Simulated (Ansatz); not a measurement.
## V (Im-3m): Drude plasma energy against volume

The cell of V (Im-3m) is scaled evenly and the response computed anew at each volume, on one mesh.

Cell: a, b, c = 2.623, 2.623, 2.623 Å (primitive vectors), 1 atoms.

Method: Ansatz 0.2.0, r2SCAN, independent particles, k-mesh 18×18×18 with interpolation inside its cells, Gaussian parameter 0.1 eV.

Launch of the response step: `ansatz run input.yaml --threads 4 --pin off --max-ram 8192MiB --backend cpu --events-out ev --progress --plain --runs-dir out`. The series took 76 s in all, on 4 threads of Intel(R) Xeon(R) Processor @ 2.70GHz, with other jobs on the host.

| V/V₀ | V (Å³, primitive cell) | Drude plasma energy (eV) |
| --- | --- | --- |
| 0.94 | 13.06 | 8.310 |
| 0.96 | 13.34 | 8.120 |
| 0.98 | 13.61 | 7.940 |
| 1.00 | 13.89 | 7.767 |
| 1.02 | 14.17 | 7.603 |
| 1.04 | 14.45 | ? |
| 1.06 | 14.72 | 7.297 |

For small changes the quantity should be close to linear in ln V.

Working, on the rows shown:

| x = ln(V/V₀) | y = Drude plasma energy |
| --- | --- |
| -0.0618754 | 8.31 |
| -0.040822 | 8.12 |
| -0.0202027 | 7.94 |
| 0 | 7.767 |
| 0.0198026 | 7.603 |
| 0.0582689 | 7.297 |

Means: x̄ = -0.0074714, ȳ = 7.8395. Σ(x − x̄)(y − ȳ) = -0.07889, Σ(x − x̄)² = 0.009356. Slope = -0.07889 / 0.009356 = -8.432; intercept = ȳ − slope · x̄ = 7.7765. The line misses the rows shown by at most 0.012 eV.

Q: Fill in the last column of the withheld row.

A: At x = 0.039221 the line gives y = 7.4458 eV. The run gave 7.447 eV, so the interpolation is off by 0.0012 eV, 0.1 % of the range in the table.

Between the rows on either side of x = 0 the slope is (7.603 − 7.94) / (0.019803 − (-0.020203)) = -8.424. So d ln ωp/d ln V = -1.08; free electrons would give −0.50. The values come from a sum over the points of one k-mesh and carry its error, which is largest for Fermi-surface quantities.
